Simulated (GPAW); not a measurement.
**Work function of Y2NS2 MXene monolayer at several levels**

Aim: the work function of both faces of Y2NS2 MXene monolayer, and its spread over functionals and bases.

Program: GPAW 26.7.0. Level of theory: GPAW, PAW setups; layer in a repeated cell with vacuum, relaxation of atoms and in-plane cell, in the first sound run; inputs show where later runs differ. Results are calculated unless marked as measured.

This is a report of a sequence of runs, with most program output left out.

## Step 1: The structure

The cell holds 5 atoms: 2 S, 2 Y and 1 N. Cell: a = 3.406 Å, b = 3.406 Å, c = 22.561 Å, α = 90.0°, β = 90.0°, γ = 120.0°. Vacuum lies along c.

## Step 2: Relaxing the atoms

Forces are removed first; all later runs use this geometry.

The input, run.py:

```python
import json
import numpy as np
from ase import Atoms
from ase.filters import FrechetCellFilter
from ase.optimize import BFGS
from gpaw import GPAW, PW

slab = Atoms(
    ['S', 'Y', 'N', 'Y', 'S'],
    positions=[
        [-0.00000, 1.96661, 8.00000],
        [1.70313, 0.98330, 9.93651],
        [0.00000, 0.00000, 11.28053],
        [-0.00000, 1.96661, 12.62455],
        [1.70313, 0.98330, 14.56106]],
    cell=[[3.40626, 0.0, 0.0], [-1.70313, 2.94991, 0.0], [0.0, 0.0, 22.5611]],
    pbc=[True, True, True])

slab.calc = GPAW(mode=PW(600), xc='PBE', kpts={'size': (9, 9, 1), 'gamma': True},
                 occupations={'name': 'fermi-dirac', 'width': 0.05}, nbands='160%',
                 convergence={'density': 1e-05}, maxiter=200,
                 symmetry={'tolerance': 1e-3}, txt='slab.txt')
result = {}
# The in-plane cell is free; stress needs a cell that repeats along all three vectors
path = []
opt = BFGS(FrechetCellFilter(slab, mask=[1, 1, 0, 0, 0, 1]), maxstep=0.2)
opt.attach(lambda: path.append((slab.get_potential_energy(), slab.positions.tolist(), slab.get_forces().tolist())))
result['relaxed'] = bool(opt.run(fmax=0.02, steps=45))
result['path'] = path
result['cell'] = slab.cell.tolist()
print('in-plane lattice', slab.cell.cellpar().round(4)[[0, 1, 5]])
energy = slab.get_potential_energy()
fermi = slab.calc.get_fermi_level()
v = slab.calc.get_electrostatic_potential().mean((0, 1)) - fermi
n = slab.calc.get_pseudo_density().mean((0, 1))
L = slab.cell[2, 2]
z = np.arange(len(v)) * L / len(v)
low, high = slab.positions[:, 2].min(), slab.positions[:, 2].max()
below, above = np.interp([low - 5.8, high + 5.8], z, v)
slopes = [np.interp(x, z, np.gradient(v, z)) for x in (low - 5.8, high + 5.8)]
eps = np.array([[slab.calc.get_eigenvalues(k, s) for k in range(len(slab.calc.get_ibz_k_points()))]
                for s in range(slab.calc.get_number_of_spins())]) - fermi
top, bottom = eps[eps < 0].max(), eps[eps > 0].min()
dipole = slab.get_dipole_moment()[2]
print(f'energy {energy:.4f} eV, Fermi level {fermi:.4f} eV, dipole {dipole:.5f} e A')
print(f'potential 5.8 A off the faces, from the Fermi level: lower {below:.4f} eV, upper {above:.4f} eV')
print(f'slope of the potential there: lower {slopes[0]:.5f}, upper {slopes[1]:.5f} eV/A')
print(f'nearest levels on the mesh: {top:.4f} and {bottom:.4f} eV')
print('magnetic moment', round(slab.get_magnetic_moment(), 3))
result.update(energy=energy, fermi=fermi, dipole=dipole, below=below, above=above, slopes=slopes, edges=[top, bottom],
              z=z.tolist(), v=v.tolist(), n=n.tolist(), positions=slab.positions.tolist(),
              forces=slab.get_forces(apply_constraint=False).tolist(), moments=slab.get_magnetic_moments().tolist())
json.dump(result, open('result.json', 'w'))
```

Started as:

```console
OMP_NUM_THREADS=1 OPENBLAS_NUM_THREADS=1 python run.py
```

Run time: 7.3 min. Hardware: 1 thread of AMD EPYC 7R13 (Zen 3), shared host; peak memory 0.46 GiB.

This step gave:

* dipole along the normal: -6.44e-4 e·Å
* levels nearest the Fermi level on the mesh: -0.02057, 0.07104 eV from the Fermi level

The electrostatic potential energy of an electron (without an applied field's), less the Fermi level, planar mean oscillates, so the rows of the table below give means over windows of 1.85 Å about each position, cut where the curve ends. Its maxima inside the range that stand out by 2 % of the span (Å: eV): 9.0: -2.96, 10.8: -2.33, 11.7: -2.33, 13.6: -2.96. Its minima: 8.3: -11.6, 9.9: -15.3, 11.3: -7.09, 12.7: -15.3, 14.3: -11.6.

Table of electrostatic potential energy of an electron (without an applied field's), less the Fermi level, planar mean by z; means over each step:

| z (Å) | electrostatic potential energy of an electron (without an applied field's), less the Fermi level, planar mean (eV) |
| --- | --- |
| 0.93 | 7.21 |
| 2.78 | 7.21 |
| 4.63 | 7.21 |
| 6.48 | 6.82 |
| 8.33 | -4.29 |
| 10.18 | -8.45 |
| 12.03 | -8.02 |
| 13.88 | -6.54 |
| 15.73 | 6.02 |
| 17.58 | 7.21 |
| 19.43 | 7.21 |
| 21.28 | 7.21 |

The pseudo valence density, planar mean oscillates, so the rows of the table below give means over windows of 1 Å about each position, cut where the curve ends. Its maxima inside the range that stand out by 2 % of the span (Å: e/Å³): 8.6: 0.374, 9.9: 0.789, 11.3: 0.492, 12.7: 0.789, 13.9: 0.374. Its minima: 9.0: 0.343, 10.6: 0.350, 12.0: 0.350, 13.6: 0.343.

The pseudo valence density, planar mean by z; means over each step:

| z (Å) | pseudo valence density, planar mean (e/Å³) |
| --- | --- |
| 4 | 3.7e-6 |
| 5 | 8.9e-5 |
| 6 | 0.00222 |
| 7 | 0.0531 |
| 8 | 0.285 |
| 9 | 0.383 |
| 10 | 0.621 |
| 11 | 0.426 |
| 12 | 0.445 |
| 13 | 0.575 |
| 14 | 0.343 |
| 15 | 0.185 |
| 16 | 0.0135 |
| 17 | 5.5e-4 |
| 18 | 2.2e-5 |

The relaxation lowered the energy of the cell by 0.779 eV (energies extrapolated to zero smearing; the optimiser's log prints free energies). The largest force left on a free atom is 0.019 eV/Å.

## Step 3: The slab's potential

The work function is the vacuum plateau of the electrostatic potential less the Fermi level; a dipole layer lets the two faces have plateaus of their own.

This step: GPAW, PAW setups; slab in vacuum (GPAW 26.7.0).

The cell differs from the one that the last finished run ended in (c 22.561 → 21.964 Å).

Edit run.py of step 2 so:

```diff
@@ -3,4 +3,2 @@
 from ase import Atoms
-from ase.filters import FrechetCellFilter
-from ase.optimize import BFGS
 from gpaw import GPAW, PW
@@ -10,23 +8,16 @@
     positions=[
-        [-0.00000, 1.96661, 8.00000],
-        [1.70313, 0.98330, 9.93651],
-        [0.00000, 0.00000, 11.28053],
-        [-0.00000, 1.96661, 12.62455],
-        [1.70313, 0.98330, 14.56106]],
-    cell=[[3.40626, 0.0, 0.0], [-1.70313, 2.94991, 0.0], [0.0, 0.0, 22.5611]],
-    pbc=[True, True, True])
+        [-0.00000, 2.12230, 8.00000],
+        [1.83796, 1.06114, 9.58148],
+        [0.00000, -0.00000, 10.98211],
+        [-0.00000, 2.12230, 12.38273],
+        [1.83796, 1.06114, 13.96421]],
+    cell=[[3.67592, -0.0, 0.0], [-1.83796, 3.18344, 0.0], [0.0, 0.0, 21.9642]],
+    pbc=[True, True, False])
 
-slab.calc = GPAW(mode=PW(600), xc='PBE', kpts={'size': (9, 9, 1), 'gamma': True},
+slab.calc = GPAW(mode=PW(500), xc='PBE', kpts={'size': (9, 9, 1), 'gamma': True},
                  occupations={'name': 'fermi-dirac', 'width': 0.05}, nbands='160%',
                  convergence={'density': 1e-05}, maxiter=200,
+                 poissonsolver={'dipolelayer': 'xy'},
                  symmetry={'tolerance': 1e-3}, txt='slab.txt')
 result = {}
-# The in-plane cell is free; stress needs a cell that repeats along all three vectors
-path = []
-opt = BFGS(FrechetCellFilter(slab, mask=[1, 1, 0, 0, 0, 1]), maxstep=0.2)
-opt.attach(lambda: path.append((slab.get_potential_energy(), slab.positions.tolist(), slab.get_forces().tolist())))
-result['relaxed'] = bool(opt.run(fmax=0.02, steps=45))
-result['path'] = path
-result['cell'] = slab.cell.tolist()
-print('in-plane lattice', slab.cell.cellpar().round(4)[[0, 1, 5]])
 energy = slab.get_potential_energy()
```

It took 27 s on 1 thread; peak memory 0.27 GiB.

This step gave:

```
dipole along the normal                    : 2.00e-4 e·Å
levels nearest the Fermi level on the mesh : -0.02013, 0.07222 eV from the Fermi level
upper work function                        : 7.208 eV
lower work function                        : 7.211 eV
```

The electrostatic potential energy of an electron (without an applied field's), less the Fermi level, planar mean oscillates, so the rows of the table below give means over windows of 1.83 Å about each position, cut where the curve ends. Its maxima inside the range that stand out by 2 % of the span (Å: eV): 8.7: -2.96, 10.5: -2.31, 11.4: -2.31, 13.3: -2.96. Its minima: 8.1: -11.6, 9.6: -15.3, 11.0: -7.13, 12.4: -15.3, 13.9: -11.6.

The electrostatic potential energy of an electron (without an applied field's), less the Fermi level, planar mean by z; means over each step:

| z (Å) | electrostatic potential energy of an electron (without an applied field's), less the Fermi level, planar mean (eV) |
| --- | --- |
| 0.92 | 7.21 |
| 2.75 | 7.21 |
| 4.58 | 7.21 |
| 6.41 | 6.44 |
| 8.23 | -5.55 |
| 10.07 | -8.43 |
| 11.89 | -8.42 |
| 13.73 | -5.57 |
| 15.55 | 6.42 |
| 17.38 | 7.21 |
| 19.21 | 7.21 |
| 21.05 | 7.21 |

The pseudo valence density, planar mean oscillates, so the rows of the table below give means over windows of 1 Å about each position, cut where the curve ends. Its maxima inside the range that stand out by 2 % of the span (Å: e/Å³): 8.4: 0.371, 9.5: 0.779, 11.0: 0.489, 12.4: 0.779, 13.5: 0.371. Its minima: 8.8: 0.345, 10.4: 0.348, 11.5: 0.348, 13.2: 0.345.

The pseudo valence density, planar mean by z; means over each step:

z (Å), pseudo valence density, planar mean (e/Å³) and a bar:
```
        4      0.000 
        5      0.000 
        6      0.006 
        7      0.112 ######
        8      0.330 ##################
        9      0.471 ##########################
       10      0.534 #############################
       11      0.438 ########################
       12      0.546 ##############################
       13      0.459 #########################
       14      0.326 ##################
       15      0.104 ######
       16      0.005 
       17      0.000 
       18      0.000
```

The potential is flat to 2.9e-4 eV/Å where it is read, so the vacuum is wide enough.

## Step 4: Self-consistent run: xc = "vdW-DF2"

The same geometry under vdW-DF2, to see how far the functional moves the levels against the vacuum (the van der Waals functionals take revPBE setups).

Edit run.py of step 3 so:

```diff
@@ -16,3 +16,3 @@
 
-slab.calc = GPAW(mode=PW(500), xc='PBE', kpts={'size': (9, 9, 1), 'gamma': True},
+slab.calc = GPAW(mode=PW(500), xc='vdW-DF2', kpts={'size': (9, 9, 1), 'gamma': True},
                  occupations={'name': 'fermi-dirac', 'width': 0.05}, nbands='160%',
```

Wall time 40 s (1 thread); peak memory 0.51 GiB.

This step gave:

| Item | Value |
| --- | --- |
| levels nearest the Fermi level on the mesh | -0.03264, 0.06728 eV from the Fermi level |
| upper work function | 7.578 eV |
| lower work function | 7.581 eV |

The electrostatic potential energy of an electron (without an applied field's), less the Fermi level, planar mean oscillates, so the rows of the table below give means over windows of 1.83 Å about each position, cut where the curve ends. Its maxima inside the range that stand out by 2 % of the span (Å: eV): 8.7: -3.05, 10.5: -2.41, 11.4: -2.42, 13.3: -3.05. Its minima: 8.1: -11.5, 9.6: -15.5, 11.0: -7.15, 12.4: -15.5, 13.9: -11.5.

Electrostatic potential energy of an electron (without an applied field's), less the Fermi level, planar mean against z; means over each step:

| z (Å) | electrostatic potential energy of an electron (without an applied field's), less the Fermi level, planar mean (eV) |
| --- | --- |
| 0.92 | 7.58 |
| 2.75 | 7.58 |
| 4.58 | 7.58 |
| 6.41 | 6.75 |
| 8.23 | -5.52 |
| 10.07 | -8.60 |
| 11.89 | -8.60 |
| 13.73 | -5.55 |
| 15.55 | 6.73 |
| 17.38 | 7.57 |
| 19.21 | 7.58 |
| 21.05 | 7.58 |

The pseudo valence density, planar mean oscillates, so the rows of the table below give means over windows of 1 Å about each position, cut where the curve ends. Its maxima inside the range that stand out by 2 % of the span (Å: e/Å³): 8.4: 0.373, 9.5: 0.776, 11.0: 0.495, 12.4: 0.776, 13.5: 0.373. Its minima: 8.8: 0.344, 10.4: 0.347, 11.5: 0.347, 13.2: 0.344.

Pseudo valence density, planar mean against z; means over each step:

| z (Å) | pseudo valence density, planar mean (e/Å³) |
| --- | --- |
| 4 | 1.3e-5 |
| 5 | 2.8e-4 |
| 6 | 0.00656 |
| 7 | 0.112 |
| 8 | 0.331 |
| 9 | 0.470 |
| 10 | 0.532 |
| 11 | 0.441 |
| 12 | 0.544 |
| 13 | 0.457 |
| 14 | 0.327 |
| 15 | 0.105 |
| 16 | 0.00585 |
| 17 | 2.5e-4 |
| 18 | 1.2e-5 |

Force by atom:

| atom | x (eV/Å) | y (eV/Å) | z (eV/Å) | size |
| --- | --- | --- | --- | --- |
| S1 | 0.000 | 0.000 | -0.426 | 0.426 |
| Y2 | 0.000 | 0.000 | -0.087 | 0.087 |
| N3 | 0.000 | 0.000 | 0.000 | 0.000 |
| Y4 | 0.000 | 0.000 | 0.087 | 0.087 |
| S5 | 0.000 | 0.000 | 0.426 | 0.426 |

The upper face's work function is 7.578 eV, against 7.208 eV in the first plane-wave PBE run at this geometry.

## Step 5: Self-consistent run: xc = "RPBE"

The same geometry under RPBE, to see how far the functional moves the levels against the vacuum.

Edit run.py of step 4 so:

```diff
@@ -16,3 +16,3 @@
 
-slab.calc = GPAW(mode=PW(500), xc='vdW-DF2', kpts={'size': (9, 9, 1), 'gamma': True},
+slab.calc = GPAW(mode=PW(500), xc='RPBE', kpts={'size': (9, 9, 1), 'gamma': True},
                  occupations={'name': 'fermi-dirac', 'width': 0.05}, nbands='160%',
```

Elapsed: 27 s, on 1 thread; peak memory 0.27 GiB.

Numbers from this step:

```yaml
levels_nearest_the_fermi_level_on_the_mesh: -0.01414, 0.07233 eV from the Fermi level
upper_work_function: 7.138 eV
lower_work_function: 7.141 eV
```

The upper face's work function is 7.138 eV, against 7.208 eV in the first plane-wave PBE run at this geometry.

## Step 6: Self-consistent run: xc = "revPBE"

The same geometry under revPBE, to see how far the functional moves the levels against the vacuum.

Edit run.py of step 5 so:

```diff
@@ -16,3 +16,3 @@
 
-slab.calc = GPAW(mode=PW(500), xc='RPBE', kpts={'size': (9, 9, 1), 'gamma': True},
+slab.calc = GPAW(mode=PW(500), xc='revPBE', kpts={'size': (9, 9, 1), 'gamma': True},
                  occupations={'name': 'fermi-dirac', 'width': 0.05}, nbands='160%',
```

Wall time 26 s (1 thread); peak memory 0.27 GiB.

This step gave:

```
levels nearest the Fermi level on the mesh : -0.01278, 0.07202 eV from the Fermi level
upper work function                        : 7.133 eV
lower work function                        : 7.136 eV
```

The electrostatic potential energy of an electron (without an applied field's), less the Fermi level, planar mean oscillates, so the rows of the table below give means over windows of 1.83 Å about each position, cut where the curve ends. Its maxima inside the range that stand out by 2 % of the span (Å: eV): 8.7: -3.03, 10.5: -2.40, 11.4: -2.40, 13.3: -3.03. Its minima: 8.1: -11.7, 9.6: -15.4, 11.0: -7.22, 12.4: -15.4, 13.9: -11.7.

Electrostatic potential energy of an electron (without an applied field's), less the Fermi level, planar mean against z; means over each step:

| z (Å) | electrostatic potential energy of an electron (without an applied field's), less the Fermi level, planar mean (eV) |
| --- | --- |
| 0.92 | 7.14 |
| 2.75 | 7.14 |
| 4.58 | 7.13 |
| 6.41 | 6.37 |
| 8.23 | -5.61 |
| 10.07 | -8.51 |
| 11.89 | -8.51 |
| 13.73 | -5.63 |
| 15.55 | 6.35 |
| 17.38 | 7.13 |
| 19.21 | 7.13 |
| 21.05 | 7.13 |

The upper face's work function is 7.133 eV, against 7.208 eV in the first plane-wave PBE run at this geometry.

## Step 7: Self-consistent run: xc = "LDA"

The same geometry under LDA, to see how far the functional moves the levels against the vacuum.

Edit run.py of step 6 so:

```diff
@@ -16,3 +16,3 @@
 
-slab.calc = GPAW(mode=PW(500), xc='revPBE', kpts={'size': (9, 9, 1), 'gamma': True},
+slab.calc = GPAW(mode=PW(500), xc='LDA', kpts={'size': (9, 9, 1), 'gamma': True},
                  occupations={'name': 'fermi-dirac', 'width': 0.05}, nbands='160%',
```

The job ended after 24 s (1 thread; peak memory 0.27 GiB).

This step gave:

- levels nearest the Fermi level on the mesh: -0.02908, 0.07118 eV from the Fermi level
- upper work function: 7.389 eV
- lower work function: 7.392 eV

Electrostatic potential energy of an electron (without an applied field's), less the Fermi level, planar mean against z:

z (Å), electrostatic potential energy of an electron (without an applied field's), less the Fermi level, planar mean (eV) and a bar from the least value:
```
      0.0        7.4 ##############################
      0.5        7.4 ##############################
      1.0        7.4 ##############################
      1.5        7.4 ##############################
      2.0        7.4 ##############################
      2.5        7.4 ##############################
      3.0        7.4 ##############################
      3.5        7.4 ##############################
      4.0        7.4 ##############################
      4.5        7.4 ##############################
      5.0        7.4 ##############################
      5.5        7.4 ##############################
      6.0        7.3 ##############################
      6.5        7.1 ##############################
      7.0        5.7 ############################
      7.5       -0.2 ####################
      8.0      -11.3 #####
      8.5       -3.8 ###############
      9.0       -5.6 ############
      9.5      -14.7 
     10.0       -8.6 ########
     10.5       -2.0 #################
     11.0       -6.7 ###########
     11.5       -2.1 #################
     12.0       -9.4 #######
     12.5      -14.3 
     13.0       -5.0 #############
     13.5       -4.3 ##############
     14.0      -11.2 #####
     14.5        0.5 #####################
     15.0        5.9 ############################
     15.5        7.1 ##############################
     16.0        7.3 ##############################
     16.5        7.4 ##############################
     17.0        7.4 ##############################
     17.5        7.4 ##############################
     18.0        7.4 ##############################
     18.5        7.4 ##############################
     19.0        7.4 ##############################
     19.5        7.4 ##############################
     20.0        7.4 ##############################
     20.5        7.4 ##############################
     21.0        7.4 ##############################
     21.5        7.4 ##############################
```

The upper face's work function is 7.389 eV, against 7.208 eV in the first plane-wave PBE run at this geometry.

## Step 8: OptPBE vdW: xc = "optPBE-vdW"

The same geometry under optPBE-vdW, to see how far the functional moves the levels against the vacuum (the van der Waals functionals take revPBE setups).

Edit run.py of step 7 so:

```diff
@@ -16,3 +16,3 @@
 
-slab.calc = GPAW(mode=PW(500), xc='LDA', kpts={'size': (9, 9, 1), 'gamma': True},
+slab.calc = GPAW(mode=PW(500), xc='optPBE-vdW', kpts={'size': (9, 9, 1), 'gamma': True},
                  occupations={'name': 'fermi-dirac', 'width': 0.05}, nbands='160%',
```

It took 40 s on 1 thread; peak memory 0.51 GiB.

Numbers from this step:

| Property | Result |
| --- | --- |
| dipole along the normal | 1.99e-4 e·Å |
| levels nearest the Fermi level on the mesh | -0.03266, 0.07039 eV from the Fermi level |
| upper work function | 7.419 eV |
| lower work function | 7.422 eV |

The electrostatic potential energy of an electron (without an applied field's), less the Fermi level, planar mean oscillates, so the rows of the table below give means over windows of 1.83 Å about each position, cut where the curve ends. Its maxima inside the range that stand out by 2 % of the span (Å: eV): 8.7: -2.96, 10.5: -2.30, 11.4: -2.30, 13.3: -2.96. Its minima: 8.1: -11.5, 9.6: -15.3, 11.0: -7.10, 12.4: -15.3, 13.9: -11.5.

The electrostatic potential energy of an electron (without an applied field's), less the Fermi level, planar mean by z; means over each step:

| z (Å) | electrostatic potential energy of an electron (without an applied field's), less the Fermi level, planar mean (eV) |
| --- | --- |
| 0.92 | 7.42 |
| 2.75 | 7.42 |
| 4.58 | 7.42 |
| 6.41 | 6.61 |
| 8.23 | -5.51 |
| 10.07 | -8.43 |
| 11.89 | -8.43 |
| 13.73 | -5.53 |
| 15.55 | 6.59 |
| 17.38 | 7.42 |
| 19.21 | 7.42 |
| 21.05 | 7.42 |

The upper face's work function is 7.419 eV, against 7.208 eV in the first plane-wave PBE run at this geometry.

(Part 1 of 2 ends here.)

[Logs are printed without paths, hosts, clocks, repeated set-up lines and the standing remarks that a program may print on its own settings, such as how far it seeks lower states.]

[Hosts, paths, dates, database ids (printed as entryN), source tags and the programs' standing remarks are cut or masked in the printed files.]
